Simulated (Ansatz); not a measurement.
# Depolarisation of Sr on Al(100): the Topping model put to the test

In Topping's model the dipole per adsorbate falls as μ = μ₀/(1 + 9αn^(3/2)), with n the density and α a polarisability, so 1/μ is a straight line in n^(3/2).

**Method.** Ansatz 0.2.0, plane waves with PAW datasets (its set soft_2), r2SCAN; 4 layers at the tabulated experimental lattice constant with the lower two held, adsorbates relaxed from the hollow site, dipole correction. μ is the change of the cell's dipole per adsorbate, positive end outwards.

| run | n^(3/2) (nm⁻³) | 1/μ (1/D) |
| --- | --- | --- |
| 0.0625 ML | 0.67 | 0.169 |
| 0.111 ML | 1.58 | ? |
| 0.25 ML | 5.32 | 0.654 |

**Question.** What value belongs in the row marked “?”, and how far can the other rows tell?

Two rows fix a line: slope = (0.654 − 0.169) / (5.32 − 0.67) = 0.1043, intercept 0.0991. The intercept gives μ₀ = 1/0.0991 = 10.09 D, and slope over intercept 9α = 1.052 nm³, or α = 117 Å³, an effective value that holds the metal's image. At 1.58 it gives 0.1043 × 1.58 + 0.0991 = 0.264 1/D. Rounding of the rows alone allows about ±0.001 1/D there; two rows can't show whether the line holds.

The run itself gives 0.204 1/D: a miss of −0.060 1/D, or 29.4 % of the value. In dipoles that is 3.79 D predicted against 4.90 D found. A miss this large means that the model doesn't hold over this range, and μ₀ and α above are fit values without physical meaning.

Caveats: Heights and bonding change with coverage, which the model leaves out; its factor is about 9 for square and hexagonal arrays and differs for rectangular ones and rows; and slabs this thin add errors of their own. Other coverages were run too and are left out of this fit, which takes cells with one adsorbate each. The test is put only to electropositive adsorbates whose dipole falls by a fifth or more between the two rows shown.
